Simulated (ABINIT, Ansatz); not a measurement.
# Lattice dynamics of Osmium (P6_3/mmc) in two programs, part 2 of 4

How does Osmium (P6_3/mmc) vibrate, and is this structure a minimum?

ABINIT 10.8.3; DFT PBE, scalar-relativistic, plane waves, PseudoDojo norm-conserving pseudopotentials.

So far. Step 3 (Relaxation): The volume changes by +2.0 % in this run and stands +2.0 % from the first cell. Step 4 (Ground state): The cell stands at -0.69 GPa: the relaxation ran with a smoothed and higher cutoff, and the difference is a stress of the finite basis. The relaxed cell has a = 2.751, c = 4.352 Å (conventional setting).

## 5. Linear response at Γ

At q = 0 one unit cell holds all displacements. The response is solved for single atoms along the cell's directions, and symmetry skips those that follow from others. The crystal is treated as a metal, which screens a static field, so no field response is asked.

Input file dfpt_gamma.abi:

```

# common to the responses
getwfk_filepath "gso_WFK"
kptopt 2
nqpt 1
qpt 0.0 0.0 0.0
asr 0
chneut 0

# displacements
rfphon 1
rfatpol 1 2
rfdir 1 1 1
tolvrs 1.0d-10
prtwf 0
prtpot 1

# basis, mesh and filling
ecut 33.0
ngkpt 12 12 6
nshiftk 1
shiftk 0.0 0.0 0.0
istwfk *1
occopt 7
tsmear 0.01
nband 24
nstep 100
diemac 1000000.0
prtebands 0
prtgsr 0

# cell and atoms
acell 5.198624083 5.198624083 8.224008283
rprim 
    1.0 0.0 0.0
    -0.5 0.8660254038 0.0
    0.0 0.0 1.0
ntypat 1
znucl 76
natom 2
typat 1 1
xred 
    1/3 2/3 0.25
    2/3 1/3 0.75
pp_dirpath "./pseudo"
pseudos "Os.upf"
```

On the command line:

```bash
> OMP_NUM_THREADS=1 mpirun -n 16 abinit dfpt_gamma.abi > dfpt_gamma.log
```

Numbers of over 12 decimals in the logs are rounded to 6 here.

dfpt_gamma.abo, the main output file:

```text
[banners, grids, parts of the stress and lines that vanish by symmetry left out]
- input  file    -> dfpt_gamma.abi
- output file    -> dfpt_gamma.abo
- root for input  files -> dfpt_gammai
- root for output files -> dfpt_gammao

 Symmetries : space group P6_3/m m c (#194); Bravais hP (primitive hexag.)
================================================================================
 Values of the parameters that define the memory need of the present run (RF).
     intxc =       0      iscf =       7    lmnmax =       8     lnmax =       8
     mgfft =      45  mpssoang =       4    mqgrid =    3001     natom =       2
  nloc_mem =       1    nspden =       1   nspinor =       1    nsppol =       1
      nsym =      24    n1xccc =    2501    ntypat =       1    occopt =       7
   xclevel =       2
-    mband =          24        mffmem =           1         mkmem =          28
-   mkqmem =          28        mk1mem =          28           mpw =        1773
      nfft =       40500          nkpt =         436
- my_mband =          24
================================================================================
================================================================================

--------------------------------------------------------------------------------
------------- Echo of variables that govern the present computation ------------
--------------------------------------------------------------------------------
-
- outvars: echo of selected default values
-   iomode0 =  0 , fftalg0 =312 , wfoptalg0 =  0
-
- outvars: echo of global parameters not present in the input file
-  max_nthreads =    1
-
 -outvars: echo values of preprocessed input variables
 [... echo left out ...]
================================================================================

 chkinp: Checking input parameters for consistency.

[...]
== DATASET  1 ==================================================================
-   mpi_nproc: 16, omp_nthreads: 1 (-1 if OMP is not activated)

--- !DatasetInfo
iteration_state: {dtset: 1, }
dimensions: {natom: 2, nkpt: 436, mband: 24, nsppol: 1, nspinor: 1, nspden: 1, mpw: 1773, }
cutoff_energies: {ecut:  33.0, pawecutdg:  -1.0, }
electrons: {nelect:   3.20000000E+01, charge:   0.00000000E+00, occopt:   7.00000000E+00, tsmear:   1.00000000E-02, }
meta: {optdriver: 1, rfphon: 1, }
...

 mkfilename: getwfk from: gso_WFK

 Real(R)+Recip(G) space primitive vectors, cartesian coordinates (Bohr,Bohr^-1):
 R(1)=  5.1986241  0.0000000  0.0000000  G(1)=  0.1923586  0.1110583  0.0000000
 R(2)= -2.5993120  4.5021405  0.0000000  G(2)=  0.0000000  0.2221166  0.0000000
 R(3)=  0.0000000  0.0000000  8.2240083  G(3)=  0.0000000  0.0000000  0.1215952
 Unit cell volume ucvol=  1.9248239E+02 bohr^3
 Angles (23,13,12)=  9.00000000E+01  9.00000000E+01  1.20000000E+02 degrees
 setup1 : take into account q-point for computing boxcut.

 getcut: wavevector=  0.0000  0.0000  0.0000  ngfft=  30  30  45
         ecut(hartree)=     33.000   => boxcut(ratio)=   2.06894

--- Pseudopotential description ------------------------------------------------
- pspini: atom type   1  psp file is ./pseudo/Os.upf

   1.66910341E+03                                ecore*ucvol(ha*bohr**3)
--------------------------------------------------------------------------------

 ==>  initialize data related to q vector <==

 The list of irreducible perturbations for this q vector is:
    1)    idir= 1    ipert=   1
    2)    idir= 3    ipert=   1

[...]
The perturbation idir=   2  ipert=   1 is
 symmetric of a previously calculated perturbation.
 So, its SCF calculation is not needed.

 The perturbation idir=   1  ipert=   2 is
 symmetric of a previously calculated perturbation.
 So, its SCF calculation is not needed.

 The perturbation idir=   2  ipert=   2 is
 symmetric of a previously calculated perturbation.
 So, its SCF calculation is not needed.

 The perturbation idir=   3  ipert=   2 is
 symmetric of a previously calculated perturbation.
 So, its SCF calculation is not needed.

--------------------------------------------------------------------------------
 Perturbation wavevector (in red.coord.)   0.000000  0.000000  0.000000
 Perturbation : displacement of atom   1   along direction   1
 Found     2 symmetries that leave the perturbation invariant.

[...]
dfpt_looppert : total number of electrons, from k and k+q
  fully or partially occupied states are    3.200000E+01 and    3.200000E+01.
 Initialisation of the first-order wave-functions :
  ireadwf=   0

--- !BeginCycle
iteration_state: {dtset: 1, }
solver: {iscf: 7, nstep: 100, nline: 4, wfoptalg: 0, }
tolerances: {tolvrs: 1.00E-10, }
...

     iter   2DEtotal(Ha)        deltaE(Ha) residm    vres2
-ETOT  1   2.725665     -2.079E+03 1.717E+00 1.420E+02
 ETOT  2   2.347882     -3.778E-01 6.898E-02 3.589E+00
 ETOT  3   2.345869     -2.013E-03 1.265E-03 1.159E-01
 ETOT  4   2.345803     -6.601E-05 8.296E-05 7.466E-03
 ETOT  5   2.345813      1.012E-05 6.115E-06 4.951E-02
[...]
At SCF step    9       vres2   =  5.30E-12 < tolvrs=  1.00E-10 =>converged.
[...]
Mean square residual over all n,k,spin=   20.897E-14; max=  22.523E-11

 Thirteen components of 2nd-order total energy (hartree) are
 1,2,3: 0th-order hamiltonian combined with 1st-order wavefunctions
     kin0=   1.68876345E+03 eigvalue=   4.89933665E+01  local=  -1.01534251E+03
 4,5,6: 1st-order hamiltonian combined with 1st and 0th-order wfs
 loc psp =  -2.60432655E+03  Hartree=   6.11960746E+02     xc=  -1.21945649E+02
 note that "loc psp" includes a xc core correction that could be resolved
 7,8,9: eventually, occupation + non-local contributions
    edocc=   2.52451298E+02     enl0=   6.14359769E+02   enl1=  -1.55415440E+03
 1-9 gives the relaxation energy (to be shifted if some occ is /=2.0)
   erelax=  -2.07924047E+03
 10,11,12 Non-relaxation  contributions : frozen-wavefunctions and Ewald
 fr.local=   1.24782270E+03 fr.nonlo=   7.77036887E+02  Ewald=   2.39024730E+01
 13,14 Frozen wf xc core corrections (1) and (2)
 frxc 1  =  -2.11017035E+02  frxc 2 =   2.43841250E+02
 Resulting in :
 2DEtotal=    0.2345800181E+01 Ha. Also 2DEtotal=    0.638324747726E+02 eV
    (2DErelax=   -2.0792404749E+03 Ha. 2DEnonrelax=    2.0815862751E+03 Ha)
    (  non-var. 2DEtotal :    2.3458005859E+00 Ha)

[...]
Perturbation wavevector (in red.coord.)   0.000000  0.000000  0.000000
 Perturbation : displacement of atom   1   along direction   3
 Found     6 symmetries that leave the perturbation invariant.

--------------------------------------------------------------------------------

--------------------------------------------------------------------------------

 dfpt_looppert : total number of electrons, from k and k+q
  fully or partially occupied states are    3.200000E+01 and    3.200000E+01.
 Initialisation of the first-order wave-functions :
  ireadwf=   0

--- !BeginCycle
iteration_state: {dtset: 1, }
solver: {iscf: 7, nstep: 100, nline: 4, wfoptalg: 0, }
tolerances: {tolvrs: 1.00E-10, }
...

     iter   2DEtotal(Ha)        deltaE(Ha) residm    vres2
-ETOT  1   16.247199974297     -6.101E+03 4.597E+00 2.433E+04
[...]
ETOT  9   11.192738676861      8.276E-11 1.017E-09 8.778E-10
 ETOT 10   11.192738676745     -1.164E-10 5.175E-11 2.396E-12

 At SCF step   10       vres2   =  2.40E-12 < tolvrs=  1.00E-10 =>converged.
[...]
Mean square residual over all n,k,spin=   63.146E-15; max=  51.750E-12

 Thirteen components of 2nd-order total energy (hartree) are
 1,2,3: 0th-order hamiltonian combined with 1st-order wavefunctions
     kin0=   4.31651258E+03 eigvalue=   9.42492570E+01  local=  -2.58853664E+03
 4,5,6: 1st-order hamiltonian combined with 1st and 0th-order wfs
 loc psp =  -8.33006385E+03  Hartree=   2.40796487E+03     xc=  -3.21371716E+02
 note that "loc psp" includes a xc core correction that could be resolved
 7,8,9: eventually, occupation + non-local contributions
    edocc=   6.47761039E+02     enl0=   1.54957676E+03   enl1=  -3.88224844E+03
 1-9 gives the relaxation energy (to be shifted if some occ is /=2.0)
   erelax=  -6.10615615E+03
 10,11,12 Non-relaxation  contributions : frozen-wavefunctions and Ewald
 fr.local=   3.08147030E+03 fr.nonlo=   1.94279266E+03  Ewald=   1.01074743E+03
 13,14 Frozen wf xc core corrections (1) and (2)
 frxc 1  =  -5.28164181E+02  frxc 2 =   6.10502682E+02
 Resulting in :
 2DEtotal=    0.1119273868E+02 Ha. Also 2DEtotal=    0.304569935283E+03 eV
    (2DErelax=   -6.1061561458E+03 Ha. 2DEnonrelax=    6.1173488845E+03 Ha)
    (  non-var. 2DEtotal :    1.1192738672E+01 Ha)

[...]
---- first-order wavefunction calculations are completed ----

 ==> Compute Derivative Database <==

 [... matrices left out ...]
  Phonon wavevector (reduced coordinates) :  0.00000  0.00000  0.00000
 Phonon energies in Hartree :
  -1.793157E-05 -1.709534E-05 -1.709534E-05  7.078348E-04  7.078348E-04
   9.772090E-04
 Phonon frequencies in cm-1    :
- -3.935524E+00 -3.751993E+00 -3.751993E+00  1.553518E+02  1.553518E+02
-  2.144726E+02

== END DATASET(S) ==============================================================
================================================================================

 -outvars: echo values of variables after computation
            acell      5.1986240830E+00  5.1986240830E+00  8.2240082830E+00 Bohr
           etotal      1.1192738677E+01
            fcart      0.0000000000E+00  0.0000000000E+00  0.0000000000E+00
           strten      0.0000000000E+00  0.0000000000E+00  0.0000000000E+00
================================================================================
```

It took 43 s on 16 MPI ranks of Arm Neoverse V2, shared host.

This step gave:

- largest acoustic frequency at the zone centre before the sum rule: -3.94 cm⁻¹
- highest optical zone-centre mode (no LO-TO term): 214.5 cm⁻¹
- lowest optical zone-centre mode: 155.3 cm⁻¹

The acoustic modes at Γ come out as far as 3.9 cm⁻¹ from zero, where they should vanish, a small numerical error.

## 6. Phonons on a q mesh

Linear response treats each wavevector of the 3×3×2 mesh in the unit cell; the first-order potentials are kept for the electron-phonon matrix elements.

Input file dfpt_q.abi:

```
ndtset 5

# wavevectors
qpt1 0.3333333333 0.0 0.0
qpt2 0.3333333333 0.3333333333 0.0
qpt3 0.0 0.0 0.5
qpt4 0.3333333333 0.0 0.5
qpt5 0.3333333333 0.3333333333 0.5

# displacements
getwfk_filepath "gso_WFK"
getwfq_filepath "gso_WFK"
kptopt 3
nqpt 1
rfphon 1
rfatpol 1 2
rfdir 1 1 1
tolvrs 1.0d-10
prtwf 0
prtpot 1

# basis, mesh and filling
ecut 33.0
ngkpt 12 12 6
nshiftk 1
shiftk 0.0 0.0 0.0
istwfk *1
occopt 7
tsmear 0.01
nband 24
nstep 100
diemac 1000000.0
prtebands 0
prtgsr 0

# cell and atoms
acell 5.198624083 5.198624083 8.224008283
rprim 
    1.0 0.0 0.0
    -0.5 0.8660254038 0.0
    0.0 0.0 1.0
ntypat 1
znucl 76
natom 2
typat 1 1
xred 
    1/3 2/3 0.25
    2/3 1/3 0.75
pp_dirpath "./pseudo"
pseudos "Os.upf"
```

On the command line:

```bash
> OMP_NUM_THREADS=1 mpirun -n 16 abinit dfpt_q.abi > dfpt_q.log
```

dfpt_q.abo, the main output file:

```text
[banners, grids, parts of the stress and lines that vanish by symmetry left out]
- input  file    -> dfpt_q.abi
- output file    -> dfpt_q.abo
- root for input  files -> dfpt_qi
[...]
DATASET    1 : space group P6_3/m m c (#194); Bravais hP (primitive hexag.)
[...]
nfft =       40500          nkpt =         864
[...]
DATASET    2 : space group P6_3/m m c (#194); Bravais hP (primitive hexag.)
[...]
nfft =       40500          nkpt =         864
[...]
DATASET    3 : space group P6_3/m m c (#194); Bravais hP (primitive hexag.)
[...]
nfft =       40500          nkpt =         864
[...]
DATASET    4 : space group P6_3/m m c (#194); Bravais hP (primitive hexag.)
[...]
nfft =       40500          nkpt =         864
[...]
DATASET    5 : space group P6_3/m m c (#194); Bravais hP (primitive hexag.)
[...]
nfft =       40500          nkpt =         864
[...]
== DATASET  1 ==================================================================
[...]
cutoff_energies: {ecut:  33.0, pawecutdg:  -1.0, }
[...]
Perturbation : displacement of atom   1   along direction   1
[...]
-ETOT  1   8.570193     -2.501E+03 2.977E+00 2.189E+04
 ETOT  2   21.374833194097      1.280E+01 4.597E+00 1.517E+05
 ETOT  3   6.687113     -1.469E+01 3.454E+00 5.106E+03
 ETOT  4   6.237545     -4.496E-01 1.121E+01 5.767E+02
 ETOT  5   6.107125     -1.304E-01 4.760E+00 5.257E+00
[...]
At SCF step   15       vres2   =  1.63E-11 < tolvrs=  1.00E-10 =>converged.
[...]
Perturbation : displacement of atom   1   along direction   2
[...]
-ETOT  1   4.645432     -2.130E+03 2.790E+00 1.311E+02
[...]
At SCF step   13       vres2   =  7.66E-13 < tolvrs=  1.00E-10 =>converged.
[...]
Perturbation : displacement of atom   1   along direction   3
[...]
-ETOT  1   13.139565998605     -5.719E+03 6.266E+00 7.425E+03
[...]
At SCF step   13       vres2   =  5.00E-12 < tolvrs=  1.00E-10 =>converged.
[...]
Phonon wavevector (reduced coordinates) :  0.33333  0.00000  0.00000
 Phonon energies in Hartree :
[...]
Phonon frequencies in cm-1    :
-  1.099519E+02  1.272632E+02  1.647412E+02  1.781086E+02  1.790819E+02
-  1.924217E+02
[...]
== DATASET  2 ==================================================================
[...]
cutoff_energies: {ecut:  33.0, pawecutdg:  -1.0, }
[...]
Perturbation : displacement of atom   1   along direction   1
[...]
-ETOT  1   7.837956     -2.409E+03 4.310E+00 4.187E+03
[...]
At SCF step   14       vres2   =  2.36E-13 < tolvrs=  1.00E-10 =>converged.
[...]
Perturbation : displacement of atom   1   along direction   3
[...]
-ETOT  1   11.086577134647     -5.560E+03 2.993E+01 2.313E+03
[...]
Phonon wavevector (reduced coordinates) :  0.33333  0.33333  0.00000
 Phonon energies in Hartree :
[...]
Phonon frequencies in cm-1    :
-  1.398447E+02  1.398447E+02  1.701875E+02  1.739800E+02  1.739800E+02
-  2.180751E+02
[...]
== DATASET  3 ==================================================================
[...]
cutoff_energies: {ecut:  33.0, pawecutdg:  -1.0, }
[...]
Perturbation : displacement of atom   1   along direction   1
[...]
-ETOT  1   2.857928     -2.078E+03 1.716E+00 1.553E+02
[...]
Perturbation : displacement of atom   1   along direction   3
[...]
-ETOT  1   21.295600152156     -7.228E+03 4.488E+00 1.112E+05
[...]
Phonon wavevector (reduced coordinates) :  0.00000  0.00000  0.50000
 Phonon energies in Hartree :
[...]
Phonon frequencies in cm-1    :
-  1.125829E+02  1.125829E+02  1.125829E+02  1.125829E+02  1.712783E+02
-  1.712783E+02
[...]
== DATASET  4 ==================================================================
[...]
cutoff_energies: {ecut:  33.0, pawecutdg:  -1.0, }
[...]
Perturbation : displacement of atom   1   along direction   1
[...]
-ETOT  1   7.669395     -2.443E+03 3.672E+00 7.820E+03
[...]
Perturbation : displacement of atom   1   along direction   2
[...]
-ETOT  1   5.084954     -2.128E+03 4.635E+00 1.348E+02
[...]
Perturbation : displacement of atom   1   along direction   3
[...]
-ETOT  1   17.705634994017     -5.913E+03 2.083E+01 2.351E+04
[...]
Phonon wavevector (reduced coordinates) :  0.33333  0.00000  0.50000
 Phonon energies in Hartree :
[...]
Phonon frequencies in cm-1    :
-  1.345502E+02  1.345525E+02  1.551068E+02  1.551068E+02  2.123349E+02
-  2.123363E+02
[...]
== DATASET  5 ==================================================================
[...]
cutoff_energies: {ecut:  33.0, pawecutdg:  -1.0, }
[...]
Perturbation : displacement of atom   1   along direction   1
[...]
-ETOT  1   7.681222     -2.397E+03 3.578E+00 3.664E+03
[...]
At SCF step   11       vres2   =  2.01E-11 < tolvrs=  1.00E-10 =>converged.
[...]
Perturbation : displacement of atom   1   along direction   3
[...]
-ETOT  1   16.678791618627     -5.614E+03 4.348E+00 5.653E+03
[...]
ETOT 10   14.571149908078     -1.000E-10 1.828E+00 3.221E-09
 ETOT 11   14.571149908130      5.184E-11 1.328E+01 2.538E-12
 At SCF step   11       vres2   =  2.54E-12 < tolvrs=  1.00E-10 =>converged.
[...]
Phonon wavevector (reduced coordinates) :  0.33333  0.33333  0.50000
 Phonon energies in Hartree :
[...]
Phonon frequencies in cm-1    :
-  1.480273E+02  1.480273E+02  1.900859E+02  1.900859E+02  1.980410E+02
-  1.980410E+02
[...]
strten3     0.0000000000E+00  0.0000000000E+00  0.0000000000E+00
           
================================================================================
```

Wall time 15 min (16 MPI ranks); 4.1 h of CPU time.

Read from the output:

| Quantity | Value |
| --- | --- |
| lowest mode on the q mesh (acoustic ones at the zone centre apart) | 110.0 cm⁻¹ |

Frequencies (cm⁻¹) before the sum rule at the irreducible wavevectors but Γ, which is solved apart; negative means imaginary. Frequencies by wavevector:

```
    q (fractions)  star  mode 1  mode 2  mode 3  mode 4  mode 5  mode 6
       0.3333 0 0     6     110   127.3   164.7   178.1   179.1   192.4
  0.3333 0.3333 0     2   139.8   139.8   170.2     174     174   218.1
          0 0 0.5     1   112.6   112.6   112.6   112.6   171.3   171.3
     0.3333 0 0.5     6   134.6   134.6   155.1   155.1   212.3   212.3
0.3333 0.3333 0.5     2     148     148   190.1   190.1     198     198
```

(Continued in part 3 of 4.)

[Host names and launcher messages were left out of these logs when they were recorded.]

[Logs are printed without paths, hosts, clocks, repeated set-up lines and the standing remarks that a program may print on its own settings, such as how far it seeks lower states.]

[Hosts, paths, dates, database ids (printed as entryN), source tags and the programs' standing remarks are cut or masked in the printed files.]
